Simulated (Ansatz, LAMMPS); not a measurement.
**Glassy 46SiO2-16Al2O3-16BaO-16Li2O-5Sc2O3 (mol %) (121 atoms) under strain**

Aim: relax glassy 46SiO2-16Al2O3-16BaO-16Li2O-5Sc2O3 (mol %) (121 atoms), then change its volume and shape to read moduli from the stress.

Method: Kohn-Sham DFT, r2SCAN, PAW (set soft_2), plane waves, in Ansatz 0.2.0.

### 1. The structure

The cell holds 121 atoms: 17 Si, 12 Al, 6 Ba, 12 Li, 4 Sc and 70 O. Its edges and angles: a = 11.573 Å, b = 11.573 Å, c = 11.573 Å, α = 90.0°, β = 90.0°, γ = 90.0°. 121 atoms (17 Si, 12 Al, 6 Ba, 12 Li, 4 Sc, 70 O) placed at random at 3.16 g/cm³, melted at 4000 K for 10 ps at fixed volume with the Morse and Coulomb pair potential with partial charges (Pedone, Malavasi, Menziani, Cormack and Segre, J. Phys. Chem. B 110, 11780 (2006)). Quenched from 4000 K to 300 K at 100 K/ps and fixed volume, held 10 ps at zero pressure, then minimised at fixed cell.

Limits known from the start: The quench rate of 100 K/ps is many orders above laboratory rates, so the cell is likely richer in defects and strain than a real sample. The network of bonds at the start is that of the classical potential that made the cell, and needn't be the one that DFT or experiment would give. The Brillouin zone is sampled at Γ only. Spin–orbit coupling is left out, which matters for the levels of the heavy elements.

### 2. Single point at the start

The forces at the start show how far the geometry lies from a minimum of this functional.

input.yaml

```yaml
crystal:
  lattice:
    - [11.57256, 0.0, 0.0]
    - [0.0, 11.57256, 0.0]
    - [0.0, 0.0, 11.57256]
  atoms:
    - { symbol: Si, position: [0.05159, 0.47272, 0.50072] }
    - { symbol: Si, position: [0.70174, 0.5719, 0.62314] }
    - { symbol: Si, position: [0.0962, 0.52832, 0.76718] }
    - { symbol: Si, position: [0.0195, 0.02407, 0.20647] }
    - { symbol: Si, position: [0.31351, 0.26705, 0.74428] }
    - { symbol: Si, position: [0.41624, 0.92079, 0.17333] }
    - { symbol: Si, position: [0.89563, 0.25952, 0.5331] }
    - { symbol: Si, position: [0.70308, 0.71435, 0.98654] }
    - { symbol: Si, position: [0.87648, 0.2376, 0.10473] }
    - { symbol: Si, position: [0.58569, 0.44342, 0.41097] }
    - { symbol: Si, position: [0.46774, 0.04926, 0.72416] }
    - { symbol: Si, position: [0.52072, 0.51146, 0.03656] }
    - { symbol: Si, position: [0.75137, 0.13242, 0.88986] }
    - { symbol: Si, position: [0.26523, 0.30343, 0.99542] }
    - { symbol: Si, position: [0.54048, 0.78424, 0.37607] }
    - { symbol: Si, position: [0.10498, 0.14921, 0.62796] }
    - { symbol: Si, position: [0.14529, 0.67792, 0.34795] }
    - { symbol: Al, position: [0.5524, 0.18556, 0.39741] }
    - { symbol: Al, position: [0.58532, 0.93148, 0.94612] }
    - { symbol: Al, position: [0.40448, 0.57055, 0.28014] }
    - { symbol: Al, position: [0.33832, 0.61936, 0.87069] }
    - { symbol: Al, position: [0.63035, 0.32341, 0.18339] }
    - { symbol: Al, position: [0.13837, 0.04648, 0.96101] }
    - { symbol: Al, position: [0.94262, 0.74008, 0.87649] }
    - { symbol: Al, position: [0.75566, 0.82511, 0.54756] }
    - { symbol: Al, position: [0.70783, 0.08569, 0.56893] }
    - { symbol: Al, position: [0.93691, 0.99512, 0.75354] }
    - { symbol: Al, position: [0.56033, 0.75409, 0.75595] }
    - { symbol: Al, position: [0.39229, 0.20161, 0.19526] }
    - { symbol: Ba, position: [0.69635, 0.0, 0.21538] }
    - { symbol: Ba, position: [0.19363, 0.83321, 0.70522] }
    - { symbol: Ba, position: [0.28589, 0.96461, 0.42242] }
    [... 83 atom lines left out ...]
    - { symbol: O, position: [0.63729, 0.53305, 0.50061] }
    - { symbol: O, position: [0.17644, 0.16263, 0.51506] }
    - { symbol: O, position: [0.44722, 0.5302, 0.92411] }
    - { symbol: O, position: [0.05345, 0.57618, 0.40561] }
    - { symbol: O, position: [0.81209, 0.66862, 0.9156] }
    - { symbol: O, position: [0.57739, 0.0834, 0.64504] }
kpoints:
  mp_grid: { grid: [1, 1, 1] }
hamiltonian:
  xc: r2scan
scf:
  occupations: { method: gaussian, width: 0.05 }
output:
  forces: true
```

Command:

```console
> ansatz run input.yaml --threads 4 --pin off --max-ram 8192MiB --backend cpu --events-out ev --progress --plain --runs-dir out
```

Numbers of over 12 decimals in the logs are rounded to 6 here.

The program printed:

```text
Engine: ansatz 0.2.0, x86_64-unknown-linux-gnu
Pseudopotentials: kind: paw
Pseudopotential: Si, paw, valence charge 4, recommended cutoff 500 eV (meta_gga), Si.paw.azcp
Pseudopotential: Al, paw, valence charge 3, recommended cutoff 500 eV (meta_gga), Al.paw.azcp
Pseudopotential: Ba, paw, valence charge 10, recommended cutoff 500 eV (meta_gga), Ba.paw.azcp
Pseudopotential: Li, paw, valence charge 3, recommended cutoff 500 eV (meta_gga), Li.paw.azcp
Pseudopotential: Sc, paw, valence charge 11, recommended cutoff 500 eV (meta_gga), Sc.paw.azcp
Pseudopotential: O, paw, valence charge 6, recommended cutoff 500 eV (meta_gga), O.paw.azcp
[... 6 lines on functional and potentials left out ...]
Crystal: 121 atoms, lattice volume = 1549.845 Å³
Basis set: ecut = 500 eV, 39223 PW (Γ), exchange–correlation on 360×360×360 points (64 copies of the dense FFT grid, shifted against one another)
Bands: 453, of which v1, the nominal top of the filled ones, is band 332 counted from 1 (331 counted from 0)
Symmetry: 1 space group operations
Space group: P1 (ITA 1), of the structure as read, at distance tolerance 1.2e-4 Å
k-points: 1
[... 18 lines on functional and potentials left out ...]
Initial density: superposition of atomic densities (neutral atoms: chi_scale 0, normalization atom), corrected by the library's trained network
Initial wavefunctions: pseudopotential atomic-orbital guess
Functional: x = r2scan, c = r2scan; τ floored in thin density (d = 2e-4 eV/Å³)
SCF iter   1: F=—  HF=-104136.166315 eV  |F-HF|=—  |Δ(HF+E_count)|=         —  Δρ=8.75e-3  dr2=1.40e0  dr2_τ=8.03e0  ethr=1.77e-3  ⟨swp⟩=6.0  Hψ=2168  notcnv=0  defer=87
preconditioner: auto → Resta (q_TF=auto, 2.369 Å⁻¹)  ε∞=3.2  [insulator: Δε(μ)=4.191 eV  Ē_g=15.517 eV  σ=0.050 eV  W_gap=1.00  n_scr=364 (ndim 8)  ℏωp=23.0 eV  f_vac=0.072  D(μ)=0.00/eV (n_scr^D=0)  ε∞_Penn≈3.2]
SCF iter   2: F=—  HF=-104139.552030 eV  |F-HF|=—  |Δ(HF+E_count)|=    3.39e0  Δρ=4.82e-3  dr2=2.18e-1  dr2_τ=3.74e-2  ethr=2.10e-4  ⟨swp⟩=3.0  Hψ=853  notcnv=0  defer=113
SCF iter   3: F=—  HF=-104139.529035 eV  |F-HF|=—  |Δ(HF+E_count)|=   2.30e-2  Δρ=1.96e-3  dr2=4.45e-2  dr2_τ=5.21e-3  ethr=3.28e-5  ⟨swp⟩=3.0  Hψ=586  notcnv=0  defer=45
automatic band count: iteration 3 solves 385 bands in place of 453: the levels show a gap, and the empty bands left out lie too high to hold charge; the band table lists the bands solved (type scf.n_extra_bands for more)
SCF iter   4: F=—  HF=-104139.523643 eV  |F-HF|=—  |Δ(HF+E_count)|=   5.39e-3  Δρ=7.59e-4  dr2=7.63e-3  dr2_τ=1.48e-3  ethr=6.70e-6  ⟨swp⟩=2.0  Hψ=578  notcnv=0  defer=45
SCF iter   5: F=—  HF=-104139.522475 eV  |F-HF|=—  |Δ(HF+E_count)|=   1.17e-3  Δρ=1.88e-4  dr2=4.72e-4  dr2_τ=6.38e-5  ethr=1.15e-6  ⟨swp⟩=2.0  Hψ=576  notcnv=0  defer=45
SCF iter   6: F=—  HF=-104139.522557 eV  |F-HF|=—  |Δ(HF+E_count)|=   8.17e-5  Δρ=8.57e-5  dr2=1.09e-4  dr2_τ=1.45e-5  ethr=7.11e-8  ⟨swp⟩=2.0  Hψ=681  notcnv=0  defer=45
SCF iter   7: F=—  HF=-104139.522574 eV  |F-HF|=—  |Δ(HF+E_count)|=   1.72e-5  Δρ=2.66e-5  dr2=9.45e-6  dr2_τ=1.47e-6  ethr=1.65e-8  ⟨swp⟩=2.0  Hψ=592  notcnv=0  defer=45
SCF iter   8: F=—  HF=-104139.523063 eV  |F-HF|=—  |Δ(HF+E_count)|=   4.89e-4  Δρ=1.01e-5  dr2=1.63e-6  dr2_τ=1.83e-7  ethr=1.42e-9  ⟨swp⟩=2.0  Hψ=600  notcnv=0  defer=45
SCF iter   9: F=—  HF=-104139.523063 eV  |F-HF|=—  |Δ(HF+E_count)|=   5.51e-7  Δρ=4.72e-6  dr2=2.98e-7  dr2_τ=4.48e-8  ethr=2.46e-10  ⟨swp⟩=2.0  Hψ=600  notcnv=0  defer=45
SCF iter  10: F=-104139.523063 eV  HF=-104139.523063 eV  |F-HF|=7.28e-11  |Δ(HF+E_count)|=   1.05e-8  Δρ=1.71e-6  dr2=4.18e-8  dr2_τ=6.39e-9  ethr=1.51e-11  ⟨swp⟩=4.0  Hψ=1280  notcnv=0
SCF 1 converged in 10 iterations: F = -104139.523063 eV  dr2 = 4.18e-8
  greatest PAW one-centre occupation: 0.999 electrons in one spin orbital (limit 2), on the Li atom at site 42 (counted from 0), in its partial waves of l = 0
SCF converged after 10 iterations
Free energy (F): -104139.523063 eV
Harris-Foulkes:  -104139.523063 eV  (|F-HF|=7.28e-11)
Internal energy: -104139.523063 eV  (E = F + TS)
E sigma→0 (E₀):  -104139.523063 eV
Fermi energy:    6.974693 eV
--- Per-component energies (eV) ---
  E_band       = -3839.831138
  E_kinetic    = 15986.427536
  E_local      = -40009.991772  (includes V_loc(G=0)·N_el)
  E_nonlocal   = 4082.958408
  E_hartree    = 14750.089057
  E_xc         = -8028.066404
  E_vxc        = -10426.336870  (∫ρ·V_xc dr)
  E_paw        = -61388.134175  (= ΣΔE_a)
  E_vpaw       = -3622.344207  (= ΣTr[D̂ρ^β])
  E_aug_tail   = 0.072658  (compensation charges beyond the density's cutoff)
  E_vtau       = 649.213210  (kinetic-family band-sum trace: ∫τ·v_τ [+ j·A + Jᵃ·Aᵃ] dr)
  E_ewald      = -29528.090378
  E_core_change = -4.787993  (= ΣΔE_core)
  E_smearing   = -0.000000  (= −TS)
  E_closure    = -0.000000  (closes the sum)
  Σ components = -104139.523063   (vs F -104139.523063, Δ=0.00e0)
--- Forces (eV/Å), atoms counted from 1 ---
  atom   1  Si     0.54623948    -0.90355496     0.17715860
  atom   2  Si    -0.96576469     0.12811093     0.05737814
  atom   3  Si     0.05700812    -0.29481292     0.02534200
  atom   4  Si    -0.56989119     0.08977543    -0.73390077
  atom   5  Si    -0.76770061    -1.28691284    -0.95078218
  atom   6  Si     0.72840092     0.10150896     0.18111560
  atom   7  Si     2.24688274    -1.32999776    -0.58425024
  atom   8  Si     0.16079710    -0.01337517    -0.02362784
  atom   9  Si    -0.74844764    -0.25326951    -0.36739475
  atom  10  Si    -0.15466468    -0.46795924    -0.25683296
  atom  11  Si    -0.20634327     0.22459340    -0.42299789
  atom  12  Si     0.24759166     0.91246618     0.49262816
  atom  13  Si    -0.33798858    -0.08713241     1.12670824
  atom  14  Si    -0.17678072    -1.94699477     0.09203505
[...]
atom 120  O      0.60124567    -1.12458459    -0.80322025
  atom 121  O      0.30812220     0.69901676    -0.04090684
  max |Σ_I F_I| component: 5.67e-4 eV/Å
```

Elapsed: 20 s, on 4 threads of AMD EPYC 9R45, shared host; peak memory 4.9 GiB.

In the SCF lines HF is the Harris–Foulkes energy and dr2 the Hartree energy of the density residual, in eV; the loop may stop once dr2 is under the threshold and the program's other checks hold. Hψ counts applications of the Hamiltonian.

The r.m.s. force at the start is 0.74 eV/Å.

### 3. Cell and atoms relaxed

Cell and atoms are freed together, to release stress as well as forces.

input.yaml

```yaml
crystal:
  lattice:
    - [11.57256, 0.0, 0.0]
    - [0.0, 11.57256, 0.0]
    - [0.0, 0.0, 11.57256]
  atoms:
    [... the 121 atom lines of step 2 ...]
kpoints:
  mp_grid: { grid: [1, 1, 1] }
hamiltonian:
  xc: r2scan
scf:
  occupations: { method: gaussian, width: 0.05 }
output:
  forces: true
relax:
  f_tol: 0.05
  max_steps: 150
  cell: {}
```

The program printed:

```text
[...]
Crystal: 121 atoms, lattice volume = 1549.845 Å³
Basis set: ecut = 500 eV, 39223 PW (Γ), exchange–correlation on 360×360×360 points (64 copies of the dense FFT grid, shifted against one another)
Bands: 453, of which v1, the nominal top of the filled ones, is band 332 counted from 1 (331 counted from 0)
Symmetry: 1 space group operations
[...]
k-points: 1
[...]
SCF iter   1: F=—  HF=-104136.166316 eV  |F-HF|=—  |Δ(HF+E_count)|=         —  Δρ=8.75e-3  dr2=1.40e0  dr2_τ=8.03e0  ethr=1.77e-3  ⟨swp⟩=6.0  Hψ=2168  notcnv=0  defer=87
[...]
SCF iter  10: F=-104139.523063 eV  HF=-104139.523063 eV  |F-HF|=1.46e-11  |Δ(HF+E_count)|=   1.04e-8  Δρ=1.70e-6  dr2=4.18e-8  dr2_τ=6.39e-9  ethr=1.51e-11  ⟨swp⟩=4.0  Hψ=1280  notcnv=0
SCF 1 converged in 10 iterations: F = -104139.523063 eV  dr2 = 4.18e-8
[...]
relax step   1: F+E_penalty+E_count = -104139.52306325 eV  Δ(F+E_penalty+E_count) = +0.000e0 eV  max|allowed force component| = 2.349e0 eV/Å  Δτ_max = 0.0000 Å  P = +1.816 GPa  Ω = 1549.845 Å³  (10 SCF iters, dr2 threshold 1.00e-7 eV, accepted)
[... from here on, the SCF cycles and remarks between the steps are left out ...]
relax step   2: F+E_penalty+E_count = -104142.61641300 eV  Δ(F+E_penalty+E_count) = -3.093e0 eV  max|allowed force component| = 1.585e0 eV/Å  Δτ_max = 0.1950 Å  P = +1.763 GPa  Ω = 1532.694 Å³  energy of the carried Pulay correction = +6.276e-3 eV  (8 SCF iters, dr2 threshold 1.21e-5 eV, accepted)
relax step   3: F+E_penalty+E_count = -104144.06909588 eV  Δ(F+E_penalty+E_count) = -1.453e0 eV  max|allowed force component| = 8.570e-1 eV/Å  Δτ_max = 0.1982 Å  P = +0.863 GPa  Ω = 1524.074 Å³  energy of the carried Pulay correction = +9.457e-3 eV  (8 SCF iters, dr2 threshold 1.21e-5 eV, accepted)
relax step   4: F+E_penalty+E_count = -104144.76915877 eV  Δ(F+E_penalty+E_count) = -7.001e-1 eV  max|allowed force component| = 4.743e-1 eV/Å  Δτ_max = 0.2000 Å  P = +0.258 GPa  Ω = 1529.008 Å³  energy of the carried Pulay correction = +7.634e-3 eV  (8 SCF iters, dr2 threshold 1.21e-5 eV, accepted)
relax step   5: F+E_penalty+E_count = -104145.08459995 eV  Δ(F+E_penalty+E_count) = -3.154e-1 eV  max|allowed force component| = 3.960e-1 eV/Å  Δτ_max = 0.1949 Å  P = -0.230 GPa  Ω = 1536.315 Å³  energy of the carried Pulay correction = +4.945e-3 eV  (8 SCF iters, dr2 threshold 1.21e-5 eV, accepted)
relax step   6: F+E_penalty+E_count = -104145.24881702 eV  Δ(F+E_penalty+E_count) = -1.642e-1 eV  max|allowed force component| = 4.613e-1 eV/Å  Δτ_max = 0.2000 Å  P = +0.109 GPa  Ω = 1535.019 Å³  energy of the carried Pulay correction = +5.421e-3 eV  (8 SCF iters, dr2 threshold 9.80e-6 eV, accepted)
relax step   7: F+E_penalty+E_count = -104145.31496194 eV  Δ(F+E_penalty+E_count) = -6.614e-2 eV  max|allowed force component| = 4.525e-1 eV/Å  Δτ_max = 0.2000 Å  P = +0.084 GPa  Ω = 1533.979 Å³  energy of the carried Pulay correction = +5.804e-3 eV  (8 SCF iters, dr2 threshold 1.21e-5 eV, accepted)
relax step   8: F+E_penalty+E_count = -104145.44352260 eV  Δ(F+E_penalty+E_count) = -1.286e-1 eV  max|allowed force component| = 1.359e-1 eV/Å  Δτ_max = 0.1038 Å  P = +0.019 GPa  Ω = 1536.546 Å³  energy of the carried Pulay correction = +4.860e-3 eV  (7 SCF iters, dr2 threshold 1.21e-5 eV, accepted)
relax step   9: F+E_penalty+E_count = -104145.46262475 eV  Δ(F+E_penalty+E_count) = -1.910e-2 eV  max|allowed force component| = 1.721e-1 eV/Å  Δτ_max = 0.2000 Å  P = +0.001 GPa  Ω = 1537.520 Å³  energy of the carried Pulay correction = +4.503e-3 eV  (9 SCF iters, dr2 threshold 1.15e-6 eV, accepted)
relax step  10: F+E_penalty+E_count = -104145.48603091 eV  Δ(F+E_penalty+E_count) = -2.341e-2 eV  max|allowed force component| = 1.437e-1 eV/Å  Δτ_max = 0.0826 Å  P = +0.020 GPa  Ω = 1537.182 Å³  energy of the carried Pulay correction = +4.627e-3 eV  (8 SCF iters, dr2 threshold 1.85e-6 eV, accepted)
relax step  11: F+E_penalty+E_count = -104145.47898166 eV  Δ(F+E_penalty+E_count) = +7.049e-3 eV  max|allowed force component| = 2.205e-1 eV/Å  Δτ_max = 0.0732 Å  P = +0.042 GPa  Ω = 1538.850 Å³  energy of the carried Pulay correction = +4.015e-3 eV  (8 SCF iters, dr2 threshold 1.29e-6 eV, rejected (line search))
relax step  12: F+E_penalty+E_count = -104145.49578128 eV  Δ(F+E_penalty+E_count) = -9.750e-3 eV  max|allowed force component| = 8.562e-2 eV/Å  Δτ_max = 0.0359 Å  P = +0.021 GPa  Ω = 1537.237 Å³  energy of the carried Pulay correction = +4.607e-3 eV  (12 SCF iters, accepted)
relax step  13: F+E_penalty+E_count = -104145.49465577 eV  Δ(F+E_penalty+E_count) = +1.126e-3 eV  max|allowed force component| = 1.227e-1 eV/Å  Δτ_max = 0.1000 Å  P = -0.046 GPa  Ω = 1540.818 Å³  energy of the carried Pulay correction = +3.295e-3 eV  (9 SCF iters, dr2 threshold 4.58e-7 eV, accepted)
relax step  14: F+E_penalty+E_count = -104145.50488279 eV  Δ(F+E_penalty+E_count) = -1.023e-2 eV  max|allowed force component| = 3.344e-2 eV/Å  Δτ_max = 0.0293 Å  P = -0.010 GPa  Ω = 1539.310 Å³  energy of the carried Pulay correction = +3.847e-3 eV  (7 SCF iters, dr2 threshold 9.42e-7 eV, accepted)
relax step  15: F+E_penalty+E_count = -104145.49708042 eV  Δ(F+E_penalty+E_count) = +7.802e-3 eV  max|allowed force component| = 3.330e-2 eV/Å  Δτ_max = 0.0000 Å  P = -0.007 GPa  Ω = 1539.310 Å³  stress off target by 2.37e-2 GPa  SCF on the basis re-selected at this cell (its energy is not comparable with the rows above)  (7 SCF iters)
basis re-selected at this cell: Δ(F+E_penalty+E_count) = +7.802e-3 eV, ΔP = +0.002 GPa vs the last step (what re-selecting the basis moved, of the pressure what is left beyond the Pulay correction that the steps carried, after the strain that the cell walked since its last selection, [...]
SCF converged after 7 iterations
Free energy (F): -104145.497080 eV
[...]
Internal energy: -104145.497080 eV  (E = F + TS)
E sigma→0 (E₀):  -104145.497080 eV
Fermi energy:    6.779870 eV
[...]
--- Forces (eV/Å), atoms counted from 1 ---
  atom   1  Si     0.01816759     0.01302873     0.00498901
  atom   2  Si    -0.01156300    -0.01557410    -0.01561697
  atom   3  Si     0.01615015     0.00119128    -0.00696978
  atom   4  Si     0.00412138     0.01890600    -0.00754739
  atom   5  Si    -0.00940214     0.00316957     0.00255652
  atom   6  Si     0.00328057     0.00865450     0.00518133
  atom   7  Si     0.00099976    -0.03142425     0.00142225
  atom   8  Si    -0.03330260    -0.01302794    -0.00801156
  atom   9  Si     0.01826088     0.01475068     0.03117475
  atom  10  Si    -0.02432338     0.00238910    -0.00560849
  atom  11  Si    -0.00188074    -0.01451434    -0.00771342
  atom  12  Si     0.01716596     0.01200172    -0.01250309
  atom  13  Si    -0.01945638    -0.00023513     0.00954140
  atom  14  Si    -0.00382190    -0.01619037     0.00592472
[...]
atom 120  O      0.00376239     0.00248137    -0.00391218
  atom 121  O      0.00671804     0.00147238     0.00657299
  max |Σ_I F_I| component: 2.44e-4 eV/Å
--- Stress (GPa, compression-positive) ---
       -0.004596       0.005176      -0.010159
        0.005152       0.000648       0.000364
       -0.010175       0.000356      -0.017818
  P = ⅓ Tr σ = -0.0073 GPa (-0.073 kbar)
--- Relaxed structure (14 steps of the walk, 13 accepted, 1 SCFs on fresh bases) ---
  F+E_penalty+E_count = -104145.49708042 eV   max|allowed force component| = 3.330e-2 eV/Å   (the final SCF, on the basis selected at the relaxed cell)
  cell:  # Å, volume = 1539.3096 Å³
    - [11.637831, -0.282870, 0.278582]
    - [-0.282870, 11.601316, 0.211835]
    - [0.278582, 0.211835, 11.418649]
  atoms:
    - { symbol: Si, position: [0.069175, 0.470625, 0.496251] }
    - { symbol: Si, position: [0.678676, 0.568113, 0.625217] }
    - { symbol: Si, position: [0.098417, 0.529780, 0.769661] }
    - { symbol: Si, position: [0.00436542, 0.012550, 0.204854] }
[...]
- { symbol: O, position: [0.580916, 0.106475, 0.637909] }
```

Elapsed: 4.7 min, on 4 threads; peak memory 4.9 GiB.

The relaxation converged after 14 steps, with a largest force component of 0.033 eV/Å.

[end of part 1 of 3]

[Logs are printed without paths, hosts, clocks, repeated set-up lines and the standing remarks that a program may print on its own settings, such as how far it seeks lower states.]

[Hosts, paths, dates, database ids (printed as entryN), source tags and the programs' standing remarks are cut or masked in the printed files.]
